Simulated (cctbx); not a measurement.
# Er2CdGa3 across an absorption edge

Space group P6_3/mmc (no. 194), a = 5.7440 Å, b = 5.7440 Å, c = 8.8240 Å, α = 90.00°, β = 90.00°, γ = 120.00°.

```
atom  mult.       x       y       z  Ueq (Å²)
 Er1      4     1/3     2/3  0.0668    0.0109
 Cd1      2       0       0     1/2    0.0094
 Ga1      6  0.8345  0.1655     1/4    0.0187
```

This is a model crystal, built by substitution and not relaxed, with assumed displacement parameters.

Calculated with cctbx: free-atom f′ and f″ from the Sasaki tables, no fine structure; amplitudes in electrons.

```
E (eV)  F 1 1 2  F 0 0 2  F 0 1 4  F 1 1 0
  9767    242.5     88.3     99.2    237.0
 10117    247.7     98.9     98.9    248.6
 10247    247.5    103.8     98.2    251.5
 10307    246.7    108.1     97.6    253.4
 10337    245.6    112.3     96.9    255.1
 10352    244.3    116.4     96.2    256.5
 10359    243.2    119.9     95.6    257.8
 10363    242.1    123.7     95.0    259.0
 10371    242.4    122.3     95.0    258.7
 10375    244.0    117.2     95.8    257.1
 10382    245.4    112.9     96.5    255.8
 10397    246.9    108.3     97.3    254.5
 10427    248.5    103.9     98.0    253.3
 10517    250.9     98.5     99.0    252.1
 10767    254.1     93.1    100.1    251.8
```

**Question.** Which edge is crossed, and why do the reflections move as they do?

The K edge of Ga. The edge is at 10367 eV. f′ of Ga falls from -4.1 e at 10247 eV to -7.5 e at 4 eV below it, and f″ steps from 0.49 to 3.89 e across it. Over that approach |F| changes by -2 % (1 1 2), +19 % (0 0 2), -3 % (0 1 4) and +3 % (1 1 0): a reflection falls where Ga scatters in phase with the total and rises where it scatters against it; it hardly moves where the Ga term is small or cancels by symmetry. Above the edge the larger f″ enters the imaginary part, where it can add to or cancel the other atoms' f″. The structure is centrosymmetric, so Friedel mates stay equal.

[Logs are printed without paths, hosts, clocks, repeated set-up lines and the standing remarks that a program may print on its own settings, such as how far it seeks lower states.]
